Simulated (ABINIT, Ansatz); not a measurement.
# Calculated records

Al2O3 (Corundum): G0W0 with ABINIT, start to end. It takes space group R-3c (No. 167, trigonal). Conventional cell: a = 4.760 Å, b = 4.760 Å, c = 12.996 Å, α = 90.00°, β = 90.00°, γ = 120.00°. Nearest to Al lie 6 O at 1.85 to 1.97 Å. O has 4 Al at 1.85 to 1.97 Å nearest. Farther neighbours, and contacts between anions beyond the nearest, are not listed. The calculation used RPA screening on PBE, plane waves, norm-conserving pseudopotentials (and 2 further levels or steps) in ABINIT 10.8.3, with cutoff 36 Ha, PseudoDojo scalar-relativistic 0.4.1 standard, norm-conserving, ngkpt (4, 4, 4), nband 82, ecuteps 3.6 Ha, inclvkb 2, shiftk (0, 0, 0), symchi 1, awtr 1, frequency ppm, 4×4×4 k-mesh. The PBE gap is 6.27 eV, direct. The G0W0 gap on the mesh is 8.42 eV and the GW settings are 4×4×4 mesh, 82 bands, screening to 98 eV, Godby-Needs plasmon pole. The known limits are short of the basis limit. It took 4 runs, 2.8 min in all on 8 MPI ranks of Intel Xeon Platinum 8488C (Sapphire Rapids), shared host. G0W0 moves the gap on the mesh from 6.27 eV to 8.42 eV (+2.16 eV), with Z of 0.82 and 0.86 at the edges. Local fields lower the RPA ε∞ on this mesh from 3.21 to 3.06. The program's warnings: nkpt*nsppol () is not a multiple of nproc spkpt (). The cell and positions come from the Crystallography Open Database and are kept as given unless a step says otherwise.

```xyz
10
Lattice="2.3802 1.3742 4.3319 -2.3802 1.3742 4.3319 0.0000 -2.7485 4.3319" Properties=species:S:1:pos:R:3 pbc="T T T"
Al    0.0000    0.0000    4.5765
Al    0.0000    0.0000    1.9213
Al    0.0000    0.0000    8.4191
Al    0.0000    0.0000   11.0743
O    -0.9203    1.3742    7.5808
O    -0.7300   -1.4841    7.5808
O     1.6503    0.1099    7.5808
O     0.9203   -1.3742    5.4148
O     0.7300    1.4841    5.4148
O    -1.6503   -0.1099    5.4148
```

[Long decimals in the printed logs are rounded to 6 places.]

[Logs are printed without paths, hosts, clocks, repeated set-up lines and the standing remarks that a program may print on its own settings, such as how far it seeks lower states.]

[Paths, hosts, dates, memory and timing lines, banners, echoed tables and standing remarks are left out of the program output; an Ansatz launch command may be rebuilt from the run's recorded settings. Measured values are a selection of at most five: reports struck by readers or far from the other reports are left out. None is set beside runs whose start may be inverted or whose files or cutoffs have a known fault.]

[Runs of the session that timed out or met a known fault of the program may be left out.]

[Hosts, paths, dates, database ids (printed as entryN), source tags and the programs' standing remarks are cut or masked in the printed files.]

[G0W0 gaps are taken among the corrected bands and points alone; a level outside them can change the order at an edge.]

[Where Ansatz stands beside ABINIT at settings called matched, ABINIT's density can come from a denser mesh and the files from another edition; pairs whose starting gaps differed by over 0.03 eV were left out, so agreement reads better than it is.]
